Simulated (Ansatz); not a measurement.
**SrLi2SnS4 (I-42m): G0W0 under other settings**

A base run on SrLi2SnS4 (I-42m), then changed inputs.

Program: Ansatz 0.2.0. Level of theory: G0W0 on PBE, plane waves, PAW; PAW set soft_1. Results are calculated unless marked as measured.

### Step 1. Starting point

It takes space group I-42m (No. 121, tetragonal). Conventional cell: a = 6.659 Å, b = 6.659 Å, c = 7.918 Å, α = 90.00°, β = 90.00°, γ = 90.00°. Nearest to Li lie 4 S at 2.47 Å. Nearest to Sr lie 8 S at 3.08 to 3.25 Å. Nearest to Sn lie 4 S at 2.37 Å. Nearest to S lie 1 Sn at 2.37 Å and 2 Li at 2.47 Å and 2 Sr at 3.08 to 3.25 Å. Farther neighbours and most contacts between anions are not listed.

The cell and positions come from the Crystallography Open Database and are kept as given unless a step says otherwise.

### Step 2. The base run: 4×4×4 mesh, 398 empty bands, screening to 100 eV, PAW set soft_1 files

Now the one-shot GW correction: screening in the RPA, then the self-energy of the levels asked for. This step takes PAW set soft_1 files.

Input file input.yaml:

```yaml
crystal:
  lattice:
    - [-3.3295, 3.3295, 3.959]
    - [3.3295, -3.3295, 3.959]
    - [3.3295, 3.3295, -3.959]
  atoms:
    - { symbol: Li, position: [0.25, 0.75, 0.5] }
    - { symbol: Li, position: [0.75, 0.25, 0.5] }
    - { symbol: Sr, position: [0.5, 0.5, 0.0] }
    - { symbol: Sn, position: [0.0, 0.0, 0.0] }
    - { symbol: S, position: [0.03526, 0.03526, 0.4132] }
    - { symbol: S, position: [0.96474, 0.37794, 0.0] }
    - { symbol: S, position: [0.62206, 0.62206, 0.5868] }
    - { symbol: S, position: [0.37794, 0.96474, 0.0] }
kpoints:
  mp_grid: { grid: [4, 4, 4] }
hamiltonian:
  xc: pbe
  pseudopotentials: { kind: paw, azcp: { folder: soft_1 } }
scf:
  occupations: { method: fixed }
gw:
  n_empty_bands: 398
  ecut_chi: 100
  qp_bands: [v2, c2]
  qp_kpoints: band_edges
  screening: { model: contour_deformation }
```

Started as:

```bash
> ansatz run input.yaml --threads 2 --pin off --max-ram 92160MiB --backend cuda --events-out ev --progress --plain --runs-dir out --devices 1 --max-vram 13GiB
```

Numbers of over 12 decimals in the logs are rounded to 6 here.

Output:

```text
GPUs: using 1 of 1 available (devices: 1).
Engine: ansatz 0.2.0, x86_64-unknown-linux-gnu
Pseudopotentials: kind: paw
Pseudopotential: Li, paw, valence charge 3, recommended cutoff 420 eV (normal), soft_1/Li.paw.azcp
Pseudopotential: Sr, paw, valence charge 10, recommended cutoff 420 eV (normal), soft_1/Sr.paw.azcp
Pseudopotential: Sn, paw, valence charge 14, recommended cutoff 420 eV (normal), soft_1/Sn.paw.azcp
Pseudopotential: S, paw, valence charge 6, recommended cutoff 420 eV (normal), soft_1/S.paw.azcp
Functional definition: PBE
  parameter kappa = 0.804
  parameter beta = 0.066725
  exchange = pbe_x(kappa = kappa, mu = beta*pi^2/3)
  correlation = pbe_c(beta = beta)
device memory: the entry about to start is reckoned to put 1.9 GiB on a device that reports 27.0 GiB free (of which the cap on the GPU budget leaves the run 13.0 GiB)
GPU FFT provider: cuFFT
GPU libraries: cuBLAS 13.8.2, cuFFT 12.4.0, cuSOLVER 12.3.4
Crystal: 8 atoms, lattice volume = 175.551 Å³
Basis set: ecut = 420 eV, 3445 PW (Γ)
Bands: 35, of which v1, the nominal top of the filled ones, is band 27 counted from 1 (26 counted from 0)
Symmetry: 8 space group operations
Space group: I-42m (ITA 121), of the structure as read, at distance tolerance 5.6e-5 Å
k-points: 13 of 64 (time reversal used)
Non-local potential: Li, projectors of the file, l = 0: 3, l = 1: 2, l = 2: 1
Non-local potential: Sr, projectors of the file, l = 0: 3, l = 1: 2, l = 2: 2
Non-local potential: Sn, projectors of the file, l = 0: 2, l = 1: 2, l = 2: 2, l = 3: 1
Non-local potential: S, projectors of the file, l = 0: 2, l = 1: 2, l = 2: 1
PAW form: soft (Blöchl's): semilocal exchange-correlation on the pseudo side does not see the compensation charge
PAW one-centre angular grid: Li, 110 points (default); XC on 96 Gauss nodes
PAW one-centre angular grid: Sr, 110 points (default); XC on 64 Gauss nodes
PAW one-centre angular grid: Sn, 590 points (default); XC on 64 Gauss nodes
PAW one-centre angular grid: S, 110 points (default); XC on 64 Gauss nodes
Initial density: superposition of atomic densities (chi_scale 0.1, normalization cell, long waves kept (reshape's long-wave potential 0.00 eV rms))
Initial wavefunctions: pseudopotential atomic-orbital guess
GPU buffer pool allocated for 91125 grid points (all kernels)
GPU transforms: local potential and band sums: pruned to the plane-wave sphere, on 45×45×45
Functional: x = pbe(κ = 0.804, μ = 0.219515), c = pbe(β = 0.066725)
SCF iter   1: F=—  HF=-13597.419357 eV  |F-HF|=—  |Δ(HF+E_count)|=         —  Δρ=3.43e-2  dr2=4.12e0  ethr=3.10e-3  ⟨swp⟩=6.9  Hψ=2070  notcnv=0  defer=70
preconditioner: auto → Resta (q_TF=auto, 2.242 Å⁻¹)  ε∞=3.0  [insulator: Δε(μ)=2.942 eV  Ē_g=13.901 eV  n_scr=26 (ndim 8)  ℏωp=19.4 eV  f_vac=0.000  ε∞_Penn≈3.0]
[...]
NSCF: frozen V_eff on 1 k-points
SCF converged after 8 iterations
Free energy (F): -13596.028464 eV
Harris-Foulkes:  -13596.028464 eV  (|F-HF|=2.14e-8)
Internal energy: -13596.028464 eV  (E = F + TS)
E sigma→0 (E₀):  -13596.028464 eV
Fermi energy:    5.065835 eV
--- Per-component energies (eV) ---
  E_band       = -420.950163
  E_kinetic    = 860.273705
  E_local      = -2962.087985  (includes V_loc(G=0)·N_el)
  E_nonlocal   = 476.801347
  E_hartree    = 1119.975111
  E_xc         = -677.273699
  E_vxc        = -593.159643  (∫ρ·V_xc dr)
  E_paw        = -9544.302799  (= ΣΔE_a)
  E_vpaw       = -442.732881  (= ΣTr[D̂ρ^β])
  E_aug_tail   = 0.000802  (compensation charges beyond the density's cutoff)
  E_ewald      = -2869.414945
  E_smearing   = -0.000000  (= −TS)
  E_closure    = 0.000000  (closes the sum)
  Σ components = -13596.028464   (vs F -13596.028464, Δ=0.00e0)
--- Band table (eV; the first three rows and the last of 13) ---
  k-point 0: bands = [... 23 lower, 4.0920, 4.6071, 4.6896, 4.6896, 7.7624, 9.0002, 9.7443, 10.1361, ... 4 higher]
  k-point 1: bands = [... 23 lower, 4.2459, 4.2568, 4.4749, 4.5085, 8.0838, 8.9781, 9.3053, 9.9465, ... 4 higher]
  k-point 2: bands = [... 23 lower, 3.7782, 3.9875, 4.0250, 4.5548, 8.2302, 9.4029, 9.7175, 9.8643, ... 4 higher]
  k-point 12: bands = [... 23 lower, 3.3229, 4.5879, 4.5879, 5.0658, 7.7389, 9.2319, 9.2319, 9.5699, ... 4 higher]
--- G₀W₀: contour deformation, 6 samples at zero and on the imaginary axis and 2 off it, 64 q-points, 398 empty bands' worth ---
  eigenvalues of the whole cell's RPA ε∞ on this k-mesh (on a slab, of 1 + 4πα/V) = 4.5860, 4.7259, 4.7259; static W/v taken at q = 0 is 0.213730
  bands read: the sum over 425 bands ends inside a degenerate multiplet in 2 slots, whose members it reads at an even weight; the widest, k=7: bands 425 to 426 (counted from 1) at 1/2 each
  gw.qp_kpoints: band_edges: 13 of 13 stored k-points solved, in 1 pass; an edge of the gap read off the rows below is read off those points alone
    ik  band        ε_KS         Σx   Σc(E_QP)       V_xc       Z   E_QP_lin       E_QP  E_QP is
     0    26      4.6896   -18.1485     2.1056   -15.2508  0.7605     3.8881     3.8975  root
     0    27      4.6896   -18.1485     2.1056   -15.2508  0.7605     3.8881     3.8975  root
     0    28      7.7624    -9.5751    -3.6574   -13.8019  0.7919     8.3352     8.3318  root
     0    29      9.0002    -5.6851    -3.7359    -9.8611  0.8019     9.4427     9.4403  root
     1    26      4.4749   -17.9353     2.1876   -14.9308  0.7579     3.6476     3.6581  root
     1    27      4.5085   -17.3771     2.1561   -14.3761  0.7599     3.6522     3.6636  root
     1    28      8.0838   -10.4383    -3.6950   -14.8328  0.7830     8.7889     8.7833  root
     1    29      8.9781    -5.0817    -3.7250    -9.1998  0.8058     9.3732     9.3713  root
[...]
12    26      4.5879   -17.7444     2.2997   -14.5967  0.7559     3.7281     3.7400  root
    12    27      5.0658   -18.0925     2.2196   -15.0394  0.7596     4.2218     4.2324  root
    12    28      7.7389    -8.5635    -3.7085   -12.9077  0.7994     8.3789     8.3746  root
    12    29      9.2319    -7.0705    -3.7932   -11.3313  0.7999     9.7023     9.6996  root
```

Run time: 30 s. Hardware: 1 × NVIDIA H100 80GB HBM3 (shared by 6 runs) with 2 threads of AMD EPYC 7R13 (Zen 3), shared host; peak memory 1.8 GiB.

Numbers from this step:

```
bands summed                                 : 425
RPA ε∞ on this mesh (eigenvalues)            : 4.586, 4.726, 4.726
plane waves in the screening matrix          : 395
q-points in the mesh                         : 64
G0W0 gap on the mesh                         : 4.099 eV
k of the valence top                         : -0.5, -0.5, -0.5
k of the conduction bottom                   : 0, 0, 0
starting gap on the mesh                     : 2.673 eV
Z at the valence top                         : 0.7596
Z at the conduction bottom                   : 0.7919
least direct G0W0 gap on the computed points : 4.142 eV
```

The gap on the mesh goes from 2.67 eV to 4.10 eV, a correction of +1.43 eV, though a band edge has moved to another state.

### Step 3. Variant: potentials

Other atomic data (norm-conserving) test the pseudisation: the cutoff goes from 420 to 1034.03 eV, with the same valence electrons.

This step: G0W0 on PBE, plane waves, norm-conserving pseudopotentials.

Changes to input.yaml since step 2:

```diff
@@ -18,3 +18,3 @@
   xc: pbe
-  pseudopotentials: { kind: paw, azcp: { folder: soft_1 } }
+  pseudopotentials: { kind: nc }
 scf:
```

Output:

```text
GPUs: using 1 of 1 available (devices: 1).
[...]
GPU FFT provider: cuFFT
GPU libraries: cuBLAS 13.8.2, cuFFT 12.4.0, cuSOLVER 12.3.4
Crystal: 8 atoms, lattice volume = 175.551 Å³
Basis set: ecut = 1034.032677 eV, 13293 PW (Γ)
Bands: 35, of which v1, the nominal top of the filled ones, is band 27 counted from 1 (26 counted from 0)
Symmetry: 8 space group operations
[...]
k-points: 13 of 64 (time reversal used)
[...]
GPU buffer pool allocated for 373248 grid points (all kernels)
[...]
SCF iter   1: F=—  HF=-4742.177450 eV  |F-HF|=—  |Δ(HF+E_count)|=         —  Δρ=3.42e-2  dr2=4.02e0  ethr=3.10e-3  ⟨swp⟩=11.2  Hψ=2827  notcnv=0  defer=71
[...]
SCF iter   8: F=-4740.811901 eV  HF=-4740.811901 eV  |F-HF|=1.81e-8  |Δ(HF+E_count)|=   8.96e-7  Δρ=5.88e-6  dr2=6.98e-8  ethr=1.85e-10  ⟨swp⟩=30.4  Hψ=5099  notcnv=0
SCF 1 converged in 8 iterations: F = -4740.811901 eV  dr2 = 6.98e-8
[...]
0    26      4.7125   -18.1396     2.1130   -15.2494  0.7606     3.9263     3.9353  root
     0    27      4.7125   -18.1396     2.1130   -15.2494  0.7606     3.9263     3.9353  root
     0    28      7.7838    -9.6101    -3.6511   -13.8453  0.7921     8.3715     8.3679  root
     0    29      9.0270    -5.6300    -3.7287    -9.8145  0.8020     9.4856     9.4829  root
     1    26      4.4981   -17.9258     2.1949   -14.9284  0.7580     3.6856     3.6957  root
     1    27      4.5326   -17.3654     2.1634   -14.3706  0.7600     3.6903     3.7013  root
     1    28      8.1061   -10.4594    -3.6913   -14.8654  0.7831     8.8266     8.8208  root
     1    29      9.0045    -5.0354    -3.7208    -9.1618  0.8058     9.4121     9.4100  root
[...]
12    26      4.6144   -17.7274     2.3055   -14.5907  0.7560     3.7719     3.7833  root
    12    27      5.0920   -18.0841     2.2256   -15.0423  0.7598     4.2658     4.2758  root
    12    28      7.7639    -8.5593    -3.7117   -12.9138  0.7994     8.4112     8.4068  root
    12    29      9.2583    -7.0650    -3.7953   -11.3352  0.7999     9.7360     9.7332  root
[key lines of the parts left out:]
SCF converged after 8 iterations
Free energy (F): -4740.811901 eV
Fermi energy:    5.091971 eV
```

Run time: 95 s. Hardware: 1 × NVIDIA H100 80GB HBM3 (shared by 6 runs) with 2 threads; peak memory 2.9 GiB.

The G0W0 gap on the mesh is 4.092 eV.

Against the base:

| setting | base | variant |
| --- | --- | --- |
| files | PAW set soft_1 | norm-conserving |

```
                                    quantity  variant   base
                    starting gap on the mesh    2.672  2.673
                        G0W0 gap on the mesh    4.092  4.099
least direct G0W0 gap on the computed points    4.131  4.142
                        Z at the valence top    0.760  0.760
                  Z at the conduction bottom    0.792  0.792
```

### Step 4. Variant: potentials

This step: G0W0 on PBE, plane waves, PAW.

Changes to input.yaml since step 3:

```diff
@@ -18,3 +18,3 @@
   xc: pbe
-  pseudopotentials: { kind: nc }
+  pseudopotentials: { kind: paw, source: ansatz }
 scf:
```

Output:

```text
GPUs: using 1 of 1 available (devices: 1).
[...]
GPU FFT provider: cuFFT
GPU libraries: cuBLAS 13.8.2, cuFFT 12.4.0, cuSOLVER 12.3.4
Crystal: 8 atoms, lattice volume = 175.551 Å³
Basis set: ecut = 780 eV, 8647 PW (Γ)
Bands: 39, of which v1, the nominal top of the filled ones, is band 31 counted from 1 (30 counted from 0)
Symmetry: 8 space group operations
[...]
k-points: 13 of 64 (time reversal used)
[...]
GPU buffer pool allocated for 262144 grid points (all kernels)
[...]
SCF iter   1: F=—  HF=-17298.547476 eV  |F-HF|=—  |Δ(HF+E_count)|=         —  Δρ=3.59e-2  dr2=3.43e0  ethr=3.10e-3  ⟨swp⟩=6.0  Hψ=1904  notcnv=0  defer=67
[...]
SCF iter   9: F=-17297.379563 eV  HF=-17297.379563 eV  |F-HF|=1.33e-8  |Δ(HF+E_count)|=   9.67e-8  Δρ=3.05e-6  dr2=2.47e-8  ethr=1.61e-10  ⟨swp⟩=14.9  Hψ=2650  notcnv=0
SCF 1 converged in 9 iterations: F = -17297.379563 eV  dr2 = 2.47e-8
[...]
0    30      5.0055   -18.1495     2.1163   -15.2525  0.7606     4.2158     4.2248  root
     0    31      5.0055   -18.1495     2.1163   -15.2525  0.7606     4.2158     4.2248  root
     0    32      8.0789    -9.5899    -3.6502   -13.8163  0.7920     8.6585     8.6551  root
     0    33      9.3163    -5.6902    -3.7283    -9.8669  0.8019     9.7671     9.7646  root
     1    30      4.7911   -17.9358     2.1977   -14.9319  0.7580     3.9746     3.9848  root
     1    31      4.8245   -17.3770     2.1652   -14.3769  0.7600     3.9786     3.9896  root
     1    32      8.4009   -10.4495    -3.6876   -14.8449  0.7830     9.1144     9.1087  root
     1    33      9.2938    -5.0847    -3.7201    -9.2039  0.8058     9.6947     9.6927  root
[...]
12    30      4.9047   -17.7459     2.3080   -14.5994  0.7560     4.0547     4.0662  root
    12    31      5.3824   -18.0961     2.2280   -15.0443  0.7598     4.5484     4.5587  root
    12    32      8.0560    -8.5612    -3.7054   -12.9075  0.7992     8.7013     8.6969  root
    12    33      9.5484    -7.0720    -3.7922   -11.3321  0.7998    10.0190    10.0163  root
[key lines of the parts left out:]
SCF converged after 9 iterations
Free energy (F): -17297.379563 eV
Fermi energy:    5.382410 eV
```

Wall time 80 s (1 × NVIDIA H100 80GB HBM3 (shared by 6 runs) with 2 threads); peak memory 2.6 GiB.

The G0W0 gap on the mesh is 4.096 eV.

Against the base:

| setting | base | variant |
| --- | --- | --- |
| files | PAW set soft_1 | hard PAW |

```
                                    quantity  variant   base
                    starting gap on the mesh    2.674  2.673
                        G0W0 gap on the mesh    4.096  4.099
least direct G0W0 gap on the computed points    4.138  4.142
                        Z at the valence top    0.760  0.760
                  Z at the conduction bottom    0.792  0.792
```

### Step 5. Variant: frequency model

A plasmon pole stands in for the full frequency dependence of the screening; this run shows what that costs in accuracy.

This step: G0W0 on PBE, plane waves, PAW; PAW set soft_1.

Changes to input.yaml since step 4:

```diff
@@ -18,3 +18,3 @@
   xc: pbe
-  pseudopotentials: { kind: paw, source: ansatz }
+  pseudopotentials: { kind: paw, azcp: { folder: soft_1 } }
 scf:
@@ -26,2 +26,2 @@
   qp_kpoints: band_edges
-  screening: { model: contour_deformation }
+  screening: { model: godby_needs }
```

Output:

```text
GPUs: using 1 of 1 available (devices: 1).
[...]
GPU FFT provider: cuFFT
GPU libraries: cuBLAS 13.8.2, cuFFT 12.4.0, cuSOLVER 12.3.4
Crystal: 8 atoms, lattice volume = 175.551 Å³
Basis set: ecut = 420 eV, 3445 PW (Γ)
Bands: 35, of which v1, the nominal top of the filled ones, is band 27 counted from 1 (26 counted from 0)
Symmetry: 8 space group operations
[...]
k-points: 13 of 64 (time reversal used)
[...]
GPU buffer pool allocated for 91125 grid points (all kernels)
[...]
SCF iter   1: F=—  HF=-13597.419357 eV  |F-HF|=—  |Δ(HF+E_count)|=         —  Δρ=3.43e-2  dr2=4.12e0  ethr=3.10e-3  ⟨swp⟩=6.9  Hψ=2070  notcnv=0  defer=70
[...]
SCF iter   8: F=-13596.028464 eV  HF=-13596.028464 eV  |F-HF|=2.14e-8  |Δ(HF+E_count)|=   1.92e-6  Δρ=5.33e-6  dr2=7.11e-8  ethr=1.85e-10  ⟨swp⟩=16.3  Hψ=2834  notcnv=0
SCF 1 converged in 8 iterations: F = -13596.028464 eV  dr2 = 7.11e-8
[...]
0    26      4.6896   -18.1485     2.1299   -15.2508  0.7775     3.9174     3.9218  root
     0    27      4.6896   -18.1485     2.1299   -15.2508  0.7775     3.9174     3.9218  root
     0    28      7.7624    -9.5751    -3.6122   -13.8019  0.8030     8.3792     8.3769  root
     0    29      9.0002    -5.6851    -3.7192    -9.8611  0.8167     9.4584     9.4570  root
     1    26      4.4749   -17.9353     2.2003   -14.9308  0.7768     3.6658     3.6707  root
     1    27      4.5085   -17.3771     2.1698   -14.3761  0.7788     3.6720     3.6772  root
     1    28      8.0838   -10.4383    -3.6306   -14.8328  0.7962     8.8512     8.8477  root
     1    29      8.9781    -5.0817    -3.7148    -9.1998  0.8197     9.3826     9.3815  root
[...]
12    26      4.5879   -17.7444     2.3135   -14.5967  0.7749     3.7482     3.7538  root
    12    27      5.0658   -18.0925     2.2481   -15.0394  0.7763     4.2559     4.2609  root
    12    28      7.7389    -8.5635    -3.6544   -12.9077  0.8110     8.4316     8.4288  root
    12    29      9.2319    -7.0705    -3.7713   -11.3313  0.8131     9.7231     9.7215  root
[key lines of the parts left out:]
SCF converged after 8 iterations
Free energy (F): -13596.028464 eV
Fermi energy:    5.065835 eV
```

The job ended after 46 s (1 × NVIDIA H100 80GB HBM3 (shared by 6 runs) with 2 threads; peak memory 2.5 GiB).

The G0W0 gap on the mesh is 4.116 eV.

Against the base:

```csv
setting,base,variant
frequency model,contour deformation,plasmon pole
```

```
                                    quantity  variant   base
                    starting gap on the mesh    2.673  2.673
                        G0W0 gap on the mesh    4.116  4.099
least direct G0W0 gap on the computed points    4.168  4.142
                        Z at the valence top    0.776  0.760
                  Z at the conduction bottom    0.803  0.792
```

### Step 6. Outcome

| Item | Value |
| --- | --- |
| base | 4.10 eV, 30 s |
| potentials | 4.09 eV, 95 s |
| potentials | 4.10 eV, 80 s |
| frequency model | 4.12 eV, 46 s |

**Reading.** Potentials: the gap moves by −0.01 eV and the time by a factor of 3.1 (the plane-wave cutoff goes from 420 to 1034.03 eV). Potentials: the gap moves by −0.003 eV and the time by a factor of 2.6 (the plane-wave cutoff goes from 420 to 780 eV). Frequency model: the gap moves by +0.02 eV. All runs here use a coarse mesh and modest cutoffs; they test settings and are not final values. The many-body steps are scalar-relativistic: spin-orbit coupling is not in them.

[Paths, hosts, dates, memory and timing lines, banners, echoed tables and standing remarks are left out of the program output.]

[Logs are printed without paths, hosts, clocks, repeated set-up lines and the standing remarks that a program may print on its own settings, such as how far it seeks lower states.]

[Runs of the session that timed out or met a known fault of the program may be left out.]

[Cells called generated may have been cut or substituted from an entry of the Crystallography Open Database or the Materials Project.]

[Hosts, paths, dates, database ids (printed as entryN), source tags and the programs' standing remarks are cut or masked in the printed files.]
